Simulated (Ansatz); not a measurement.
# How many bands does the GW gap of SnH5CN2Cl3 (CH(NH2)2SnCl3) need?

How do accuracy and time trade against each other in G0W0 on SnH5CN2Cl3 (CH(NH2)2SnCl3)?

Main program and level: Ansatz 0.2.0; G0W0 on PBE, plane waves, PAW; PAW set soft_1.

The structure was built from a prototype and need not be the compound's stable phase.

### Step 1. The starting structure

The cell holds 12 atoms: 1 C, 5 H, 2 N, 1 Sn and 3 Cl. Its edges and angles: a = 5.776 Å, b = 5.910 Å, c = 5.774 Å, α = 91.2°, β = 79.2°, γ = 88.9°. It derives from C1Cl3H5N2Sn1.

The structure was relaxed with PBE-D3(BJ). The runs that relaxed it are not among those shown.

### Step 2. 164 empty bands, screening to 52 eV

Now the one-shot GW correction: screening in the RPA, then the self-energy of the levels asked for. This step takes PAW set soft_1 files.

File input.yaml:

```yaml
crystal:
  lattice:
    - [5.7495448321, 0.0614553157, 0.5447128158]
    - [0.0614553157, 5.9088202652, -0.0666377089]
    - [0.5447128158, -0.0666377089, 5.7481586069]
  atoms:
    - { symbol: C, position: [-0.0189059328, 0.9436820466, 0.0178882993] }
    - { symbol: H, position: [-0.0737775816, 0.7742508549, 0.0712310994] }
    - { symbol: "N", position: [0.8814618376, 0.0396557453, 0.8574399153] }
    - { symbol: "N", position: [0.1418197887, 0.0378510038, 0.1189453882] }
    - { symbol: H, position: [0.7615626863, 0.9546566502, -0.2185394962] }
    - { symbol: H, position: [0.2164826987, 0.9514571223, 0.2385203937] }
    - { symbol: H, position: [0.9296576348, 0.1951346974, 0.7904406074] }
    - { symbol: H, position: [0.2101028628, 0.1931330491, 1.0718434576] }
    - { symbol: Sn, position: [0.4856819093, 0.4914066488, 0.5142706067] }
    - { symbol: Cl, position: [0.4386582902, 0.5018149019, -0.0293362885] }
    - { symbol: Cl, position: [0.496771532, -0.070419092, 0.5038700487] }
    - { symbol: Cl, position: [0.0293323699, 0.5028959437, 0.5604372443] }
kpoints:
  mp_grid: { grid: [4, 4, 4] }
hamiltonian:
  xc: pbe
  pseudopotentials: { kind: paw, azcp: { folder: soft_1 } }
scf:
  occupations: { method: fixed }
gw:
  n_empty_bands: 164
  ecut_chi: 52
  qp_bands: [v4, c4]
  qp_kpoints: band_edges
  screening: { model: contour_deformation }
```

On the command line:

```bash
$ ansatz run input.yaml --threads 2 --pin off --max-ram 92160MiB --backend cuda --events-out ev --progress --plain --runs-dir out --devices 1 --max-vram 13GiB
```

Numbers of over 12 decimals in the logs are rounded to 6 here.

Log:

```text
GPUs: using 1 of 1 available (devices: 1).
Engine: ansatz 0.2.0, x86_64-unknown-linux-gnu
Pseudopotentials: kind: paw
Pseudopotential: C, paw, valence charge 4, recommended cutoff 420 eV (normal), soft_1/C.paw.azcp
Pseudopotential: H, paw, valence charge 1, recommended cutoff 420 eV (normal), soft_1/H.paw.azcp
Pseudopotential: N, paw, valence charge 5, recommended cutoff 420 eV (normal), soft_1/N.paw.azcp
Pseudopotential: Sn, paw, valence charge 14, recommended cutoff 420 eV (normal), soft_1/Sn.paw.azcp
Pseudopotential: Cl, paw, valence charge 7, recommended cutoff 420 eV (normal), soft_1/Cl.paw.azcp
Functional definition: PBE
  parameter kappa = 0.804
  parameter beta = 0.066725
  exchange = pbe_x(kappa = kappa, mu = beta*pi^2/3)
  correlation = pbe_c(beta = beta)
device memory: the entry about to start is reckoned to put 1.8 GiB on a device that reports 55.0 GiB free (of which the cap on the GPU budget leaves the run 13.0 GiB)
GPU FFT provider: cuFFT
GPU libraries: cuBLAS 13.8.2, cuFFT 12.4.0, cuSOLVER 12.3.4
Crystal: 12 atoms, lattice volume = 193.477 Å³
Basis set: ecut = 420 eV, 3783 PW (Γ)
Bands: 39, of which v1, the nominal top of the filled ones, is band 27 counted from 1 (26 counted from 0)
Symmetry: 1 space group operations
Space group: P1 (ITA 1), of the structure as read, at distance tolerance 5.8e-5 Å
k-points: 36 of 64 (time reversal used)
Non-local potential: C, projectors of the file, l = 0: 2, l = 1: 2, l = 2: 1
Non-local potential: H, projectors of the file, l = 0: 2, l = 1: 1
Non-local potential: N, projectors of the file, l = 0: 2, l = 1: 2, l = 2: 1
Non-local potential: Sn, projectors of the file, l = 0: 2, l = 1: 2, l = 2: 2, l = 3: 1
Non-local potential: Cl, projectors of the file, l = 0: 2, l = 1: 2, l = 2: 1
PAW form: soft (Blöchl's): semilocal exchange-correlation on the pseudo side does not see the compensation charge
PAW one-centre angular grid: C, 110 points (default); XC on 64 Gauss nodes
PAW one-centre angular grid: H, 110 points (default); XC on 64 Gauss nodes
PAW one-centre angular grid: N, 110 points (default); XC on 64 Gauss nodes
PAW one-centre angular grid: Sn, 590 points (default); XC on 64 Gauss nodes
PAW one-centre angular grid: Cl, 110 points (default); XC on 64 Gauss nodes
Initial density: superposition of atomic densities (chi_scale 0.1, normalization cell), built separately for each of the 2 bonded fragments (scf.initial_density.interfragment_charge_transfer: auto; true builds it for the cell as a whole; a typed value also counts as a typed key of the start: scf.initial_density.chi_scale says what that changes, if anything)
Initial wavefunctions: pseudopotential atomic-orbital guess
GPU buffer pool allocated for 64000 grid points (all kernels)
GPU transforms: local potential and band sums: pruned to the plane-wave sphere, on 40×40×40
Functional: x = pbe(κ = 0.804, μ = 0.219515), c = pbe(β = 0.066725)
SCF iter   1: F=—  HF=-10370.796062 eV  |F-HF|=—  |Δ(HF+E_count)|=         —  Δρ=7.29e-2  dr2=9.20e0  ethr=3.10e-3  ⟨swp⟩=5.0  Hψ=5264  notcnv=0  defer=343
preconditioner: auto → Resta (q_TF=auto, 2.206 Å⁻¹)  ε∞=2.8  [insulator: Δε(μ)=2.390 eV  Ē_g=12.585 eV  n_scr=28 (ndim 8)  ℏωp=16.9 eV  f_vac=0.032  ε∞_Penn≈2.8]
SCF iter   2: F=—  HF=-10368.196146 eV  |F-HF|=—  |Δ(HF+E_count)|=    2.60e0  Δρ=3.22e-2  dr2=1.41e0  ethr=3.10e-3  ⟨swp⟩=3.0  Hψ=2923  notcnv=0  defer=338
SCF iter   3: F=—  HF=-10367.872113 eV  |F-HF|=—  |Δ(HF+E_count)|=   3.24e-1  Δρ=1.17e-2  dr2=2.30e-1  ethr=2.61e-3  ⟨swp⟩=2.5  Hψ=2334  notcnv=0  defer=349
SCF iter   4: F=—  HF=-10367.842159 eV  |F-HF|=—  |Δ(HF+E_count)|=   3.00e-2  Δρ=2.78e-3  dr2=1.62e-2  ethr=4.25e-4  ⟨swp⟩=2.0  Hψ=2008  notcnv=0  defer=360
SCF iter   5: F=—  HF=-10367.847825 eV  |F-HF|=—  |Δ(HF+E_count)|=   5.67e-3  Δρ=8.72e-4  dr2=1.82e-3  ethr=2.99e-5  ⟨swp⟩=2.0  Hψ=1984  notcnv=0  defer=360
SCF iter   6: F=—  HF=-10367.849856 eV  |F-HF|=—  |Δ(HF+E_count)|=   2.03e-3  Δρ=2.18e-4  dr2=1.24e-4  ethr=3.37e-6  ⟨swp⟩=2.0  Hψ=2143  notcnv=0  defer=360
SCF iter   7: F=—  HF=-10367.849903 eV  |F-HF|=—  |Δ(HF+E_count)|=   4.72e-5  Δρ=5.81e-5  dr2=6.48e-6  ethr=2.29e-7  ⟨swp⟩=2.6  Hψ=2175  notcnv=0  defer=358
SCF iter   8: F=—  HF=-10367.849917 eV  |F-HF|=—  |Δ(HF+E_count)|=   1.37e-5  Δρ=1.22e-5  dr2=3.81e-7  ethr=1.20e-8  ⟨swp⟩=2.0  Hψ=1829  notcnv=0  defer=352
SCF iter   9: F=—  HF=-10367.849918 eV  |F-HF|=—  |Δ(HF+E_count)|=   6.53e-7  Δρ=9.43e-6  dr2=1.70e-7  ethr=1.85e-10  ⟨swp⟩=15.3  Hψ=9639  notcnv=0
SCF iter  10: F=-10367.849918 eV  HF=-10367.849918 eV  |F-HF|=1.02e-8  |Δ(HF+E_count)|=   6.17e-9  Δρ=3.91e-6  dr2=2.94e-8  ethr=1.85e-10  ⟨swp⟩=3.4  Hψ=2957  notcnv=0
SCF 1 converged in 10 iterations: F = -10367.849918 eV  dr2 = 2.94e-8
  greatest PAW one-centre occupation: 0.993 electrons in one spin orbital (limit 2), on the Sn atom at site 8 (counted from 0), in its partial waves of l = 2
device memory: the entry about to start is reckoned to put 2.2 GiB (of the 2.4 GiB reckoned in all, the device holds 0.1 GiB already) on a device that reports 54.9 GiB free (of which the cap on the GPU budget leaves the run 12.9 GiB)
NSCF: frozen V_eff on 36 k-points
[...]
k-point 35: bands = [... 23 lower, 0.3018, 0.4067, 0.4948, 2.2381, 4.6061, 4.8349, 5.1764, 5.5979, ... 8 higher]
--- G₀W₀: contour deformation, 6 samples at zero and on the imaginary axis and 2 off it, 64 q-points, 164 empty bands' worth ---
  eigenvalues of the whole cell's RPA ε∞ on this k-mesh (on a slab, of 1 + 4πα/V) = 3.0672, 3.5713, 3.8558; static W/v taken at q = 0 is 0.286715
  gw.qp_kpoints: band_edges: 36 of 36 stored k-points solved, in 2 passes; an edge of the gap read off the rows below is read off those points alone
  `?` marks the rows in doubt; gw_qp.tsv's column doubts and the gw_qp event give each row's grounds
    ik  band        ε_KS         Σx   Σc(E_QP)       V_xc       Z   E_QP_lin       E_QP  E_QP is
     0    24      0.0997   -20.5840     3.4198   -16.1971  0.7491    -0.8916    -0.8673  root
     0    25      0.1720   -20.5648     3.4760   -16.0798  0.7488    -0.8635    -0.8370  root
     0    26      0.2095   -20.5905     3.4679   -16.1319  0.7500    -0.8065    -0.7812  root
     0    27      0.6221   -20.1537     3.0451   -16.2344  0.7532    -0.2709    -0.2520  root
     0    28      5.6210    -8.8692    -3.5497   -14.5035  0.7975     7.8121     7.7057  root ?
     0    29      6.7098    -5.0794    -3.3709    -9.2556  0.8213     7.5263     7.5151  root
     0    30      7.4040    -7.7810    -3.7391   -12.4925  0.7673     8.4096     8.3764  root
     0    31      7.7683    -9.1116    -3.9682   -14.1909  0.7492     8.9345     8.8794  root
     1    24      0.0698   -20.5382     3.4332   -16.1230  0.7500    -0.9370    -0.9122  root
     1    25      0.1876   -20.5796     3.4337   -16.1670  0.7503    -0.8159    -0.7914  root
     1    26      0.2942   -20.7705     3.3894   -16.4252  0.7576    -0.6830    -0.6617  root
     1    27      0.7522   -19.6497     2.7110   -16.1384  0.7581    -0.0628    -0.0479  root
     1    28      5.6132    -8.9533    -3.5446   -14.5892  0.7971     7.8123     7.7045  root ?
     1    29      6.3285    -8.1674    -3.3777   -12.4998  0.7868     7.3052     7.2830  root
     1    30      7.1633    -6.1885    -3.5315   -10.6393  0.7999     8.1018     8.0826  root
     1    31      7.4681    -8.0595    -3.7904   -12.8680  0.7666     8.5243     8.4863  root
     2    24      0.0936   -20.5827     3.4335   -16.1683  0.7503    -0.9117    -0.8873  root
     2    25      0.2116   -20.5205     3.4366   -16.1047  0.7493    -0.7925    -0.7676  root
     2    26      0.3781   -20.9269     3.3425   -16.6672  0.7621    -0.5574    -0.5391  root
     2    27      1.0846   -18.9900     2.1133   -16.2290  0.7680     0.4287     0.4370  root
     2    28      5.3501    -8.4276    -3.1791   -12.5487  0.7951     6.3085     6.2921  root
     2    29      5.6007    -8.9979    -3.5321   -14.6168  0.7970     7.7945     7.6876  root ?
     2    30      7.1382    -7.5751    -3.6455   -12.1909  0.7740     8.1364     8.1084  root
     2    31      7.5067    -8.5426    -3.8013   -13.4142  0.7638     8.6203     8.5770  root
     3    24      0.0507   -20.3709     3.3963   -15.9914  0.7482    -0.9581    -0.9324  root
     3    25      0.2125   -20.6177     3.4196   -16.2216  0.7504    -0.7882    -0.7640  root
     3    26      0.4664   -21.0469     3.3644   -16.7746  0.7610    -0.4595    -0.4414  root
[...]
3    28      5.6828    -9.0705    -3.5789   -14.7682  0.7959     7.9163     7.8015  root ?
[...]
4    28      5.6705    -9.1489    -3.5720   -14.8511  0.7956     7.9176     7.8007  root ?
[...]
5    29      5.6164    -9.0566    -3.5372   -14.6871  0.7965     7.8182     7.7097  root ?
[...]
6    28      5.6213    -8.9515    -3.5350   -14.5511  0.7968     7.7899     7.6861  root ?
[...]
7    29      5.7512    -9.2770    -3.6245   -15.0693  0.7941     8.0473     7.9191  root ?
[...]
8    29      5.6888    -9.1739    -3.5803   -14.8854  0.7952     7.9380     7.8200  root ?
[...]
9    30      5.6363    -9.1315    -3.5524   -14.8068  0.7961     7.8738     7.7593  root ?
[...]
10    28      5.6149    -8.9558    -3.5454   -14.5932  0.7971     7.8148     7.7069  root ?
[...]
11    28      5.5793    -8.8627    -3.5461   -14.4898  0.7977     7.7658     7.6604  root ?
[...]
12    29      5.5794    -8.9451    -3.5424   -14.5746  0.7973     7.7732     7.6665  root ?
[...]
13    28      5.6162    -9.0648    -3.5451   -14.7156  0.7966     7.8328     7.7220  root ?
[...]
14    28      5.6245    -8.9589    -3.5364   -14.5618  0.7967     7.7952     7.6910  root ?
[...]
18    29      5.6916    -9.1805    -3.5818   -14.8952  0.7951     7.9429     7.8245  root ?
[...]
22    28      5.6718    -9.1503    -3.5728   -14.8539  0.7956     7.9197     7.8026  root ?
[...]
26    29      5.6047    -9.0054    -3.5340   -14.6279  0.7969     7.8004     7.6931  root ?
[...]
27    29      5.5813    -8.9481    -3.5434   -14.5795  0.7972     7.7761     7.6692  root ?
[...]
28    30      5.5614    -8.8953    -3.5568   -14.5437  0.7975     7.7601     7.6529  root ?
[...]
29    29      5.6206    -9.0657    -3.5396   -14.7018  0.7965     7.8262     7.7170  root ?
[...]
33    30      5.6411    -9.1428    -3.5547   -14.8235  0.7960     7.8822     7.7670  root ?
[...]
35    24      0.3018   -20.7381     3.4004   -16.3752  0.7528    -0.6833    -0.6607  root
    35    25      0.4067   -20.8168     3.4381   -16.3962  0.7515    -0.5996    -0.5758  root
    35    26      0.4948   -20.7548     3.3718   -16.4358  0.7521    -0.4743    -0.4524  root
    35    27      2.2381   -17.4425     1.2623   -15.6927  0.7847     1.7473     1.7506  root
    35    28      4.6061    -7.3295    -3.0686   -11.2116  0.8039     5.4301     5.4196  root
    35    29      4.8349    -7.9998    -3.0814   -11.9275  0.8009     5.6927     5.6811  root
    35    30      5.1764    -8.6394    -3.1555   -12.8104  0.8027     6.2096     6.1919  root
    35    31      5.5979    -8.9208    -3.5312   -14.4850  0.7967     7.7297     7.6309  root
[key lines of the parts left out:]
SCF converged after 10 iterations
Free energy (F): -10367.849918 eV
Fermi energy:    2.238069 eV
```

Run time: 67 s. Hardware: 1 × NVIDIA H100 80GB HBM3 (shared by 6 runs) with 2 threads of AMD EPYC 7R13 (Zen 3), shared host; peak memory 1.7 GiB.

Numbers from this step:

```
bands summed                                 : 191
RPA ε∞ on this mesh (eigenvalues)            : 3.067, 3.571, 3.856
plane waves in the screening matrix          : 167
q-points in the mesh                         : 64
G0W0 gap on the mesh                         : 3.669 eV
k of the valence top                         : -0.5, -0.5, -0.5
k of the conduction bottom                   : -0.5, -0.5, -0.5
starting gap on the mesh                     : 2.368 eV
Z at the valence top                         : 0.7847
Z at the conduction bottom                   : 0.8039
least direct G0W0 gap on the computed points : 3.669 eV
```

The gap on the mesh goes from 2.37 eV to 3.67 eV, a correction of +1.30 eV. Between the two edge states, bare exchange in place of the xc potential would open the gap by 5.63 eV, and correlation takes back 4.33 eV.

### Step 3. 651 empty bands, screening to 130 eV

Another rung: the empty bands reach about as high as the screening cutoff, so the two stay in balance.

Edit input.yaml of step 2 so:

```diff
@@ -26,4 +26,4 @@
 gw:
-  n_empty_bands: 164
-  ecut_chi: 52
+  n_empty_bands: 651
+  ecut_chi: 130.0
   qp_bands: [v4, c4]
```

Log:

```text
GPUs: using 1 of 1 available (devices: 1).
[...]
GPU FFT provider: cuFFT
GPU libraries: cuBLAS 13.8.2, cuFFT 12.4.0, cuSOLVER 12.3.4
Crystal: 12 atoms, lattice volume = 193.477 Å³
Basis set: ecut = 420 eV, 3783 PW (Γ)
Bands: 39, of which v1, the nominal top of the filled ones, is band 27 counted from 1 (26 counted from 0)
[... 1 set-up line as in the run before ...]
[...]
k-points: 36 of 64 (time reversal used)
[...]
GPU buffer pool allocated for 64000 grid points (all kernels)
[...]
SCF iter   1: F=—  HF=-10370.796062 eV  |F-HF|=—  |Δ(HF+E_count)|=         —  Δρ=7.29e-2  dr2=9.20e0  ethr=3.10e-3  ⟨swp⟩=5.0  Hψ=5264  notcnv=0  defer=343
[...]
SCF iter  10: F=-10367.849918 eV  HF=-10367.849918 eV  |F-HF|=1.02e-8  |Δ(HF+E_count)|=   6.17e-9  Δρ=3.91e-6  dr2=2.94e-8  ethr=1.85e-10  ⟨swp⟩=3.4  Hψ=2957  notcnv=0
SCF 1 converged in 10 iterations: F = -10367.849918 eV  dr2 = 2.94e-8
[...]
NSCF: frozen V_eff on 36 k-points
[...]
G₀W₀ screening: q 1/36
[... further progress lines ...]
SCF converged after 10 iterations
Free energy (F): -10367.849918 eV
[...]
Internal energy: -10367.849918 eV  (E = F + TS)
E sigma→0 (E₀):  -10367.849918 eV
Fermi energy:    2.238069 eV
[...]
--- Band table (eV; the first three rows and the last of 36) ---
  k-point 0: bands = [... 23 lower, 0.0997, 0.1720, 0.2095, 0.6221, 5.6210, 6.7098, 7.4040, 7.7683, ... 8 higher]
  k-point 1: bands = [... 23 lower, 0.0698, 0.1876, 0.2942, 0.7522, 5.6132, 6.3285, 7.1633, 7.4681, ... 8 higher]
  k-point 2: bands = [... 23 lower, 0.0936, 0.2116, 0.3781, 1.0846, 5.3501, 5.6007, 7.1382, 7.5067, ... 8 higher]
  k-point 35: bands = [... 23 lower, 0.3018, 0.4067, 0.4948, 2.2381, 4.6061, 4.8349, 5.1764, 5.5979, ... 8 higher]
[...]
0    24      0.0997   -20.5840     3.0528   -16.1971  0.7415    -1.2846    -1.2344  root
     0    25      0.1720   -20.5648     3.1132   -16.0798  0.7414    -1.2530    -1.1999  root
     0    26      0.2095   -20.5905     3.0972   -16.1319  0.7424    -1.2040    -1.1520  root
     0    27      0.6221   -20.1537     2.6628   -16.2344  0.7454    -0.6775    -0.6343  root
     0    28      5.6210    -8.8692    -4.0434   -14.5035  0.7871     7.2610     7.2119  root
     0    29      6.7098    -5.0794    -3.5696    -9.2556  0.8182     7.3225     7.3164  root
     0    30      7.4040    -7.7810    -4.0655   -12.4925  0.7637     8.0626     8.0498  root
     0    31      7.7683    -9.1116    -4.3610   -14.1909  0.7453     8.5075     8.4865  root
[...]
35    28      4.6061    -7.3295    -3.3665   -11.2116  0.8013     5.1257     5.1218  root
    35    29      4.8349    -7.9998    -3.4095   -11.9275  0.7981     5.3570     5.3530  root
    35    30      5.1764    -8.6394    -3.5322   -12.8104  0.7985     5.8216     5.8152  root
    35    31      5.5979    -8.9208    -4.0284   -14.4850  0.7869     7.1792     7.1337  root
```

Wall time 4.8 min (1 × NVIDIA H100 80GB HBM3 (shared by 6 runs) with 2 threads); peak memory 5.1 GiB.

This step gave:

* bands summed: 678
* RPA ε∞ on this mesh (eigenvalues): 3.056, 3.542, 3.822
* plane waves in the screening matrix: 653
* q-points in the mesh: 64
* G0W0 gap on the mesh: 3.845 eV
* k of the valence top: -0.5, -0.5, -0.5
* k of the conduction bottom: -0.5, -0.5, -0.5
* starting gap on the mesh: 2.368 eV
* Z at the valence top: 0.7783
* Z at the conduction bottom: 0.8013
* least direct G0W0 gap on the computed points: 3.845 eV

Against the run with 4×4×4 mesh, 164 empty bands, screening to 52 eV, PAW set soft_1 files, the gap moves by +0.18 eV.

### Step 4. The runs together

Times are wall times on 1 × NVIDIA H100 80GB HBM3 (shared by 6 runs) with 2 threads of AMD EPYC 7R13 (Zen 3), shared host, good to a factor of about two.

```tsv
mesh	files	frequency	bands summed	cutoff (eV)	start (eV)	G0W0 (eV)	time	host memory (GiB)
4×4×4	PAW set soft_1	contour deformation	191	52	2.368	3.669	67 s	1.7
4×4×4	PAW set soft_1	contour deformation	678	130	2.368	3.845	4.8 min	5.1
```

How the two edges are built up, in eV (the quasiparticle level is the starting level plus Σx plus Σc less Vxc):

```tsv
run	edge	start	Σx	Σc	Vxc	Z	QP
191 bands	valence top	2.24	-17.44	1.26	-15.69	0.78	1.75
191 bands	conduction bottom	4.61	-7.33	-3.07	-11.21	0.80	5.42
678 bands	valence top	2.24	-17.44	0.79	-15.69	0.78	1.28
678 bands	conduction bottom	4.61	-7.33	-3.37	-11.21	0.80	5.12
```

### Step 5. What came out

| Property | Result |
| --- | --- |
| 191 bands, 52 eV | 3.669 eV |
| 678 bands, 130 eV | 3.845 eV |
| estimated limit in bands and cutoff | 3.91 eV |
| mesh and start | 4×4×4, PBE |

What this shows: A line in one over the bands through the two rungs gives 3.91 eV, +0.07 eV from the top rung; with two points alone it is an unchecked estimate. The rungs stand 0.25 eV (191 bands) and 0.07 eV (678 bands) from it. From 191 to 678 bands the gap moves by +0.18 eV while the time grows 4.3-fold. Σc changes by −0.47 eV at the valence top and −0.30 eV at the conduction bottom, so the levels themselves move more than the gap between them. The many-body steps are scalar-relativistic: spin-orbit coupling is not in them.

[Paths, hosts, dates, memory and timing lines, banners, echoed tables and standing remarks are left out of the program output.]

[Logs are printed without paths, hosts, clocks, repeated set-up lines and the standing remarks that a program may print on its own settings, such as how far it seeks lower states.]

[Runs of the session that timed out or met a known fault of the program may be left out.]

[Cells called generated may have been cut or substituted from an entry of the Crystallography Open Database or the Materials Project.]

[Hosts, paths, dates, database ids (printed as entryN), source tags and the programs' standing remarks are cut or masked in the printed files.]
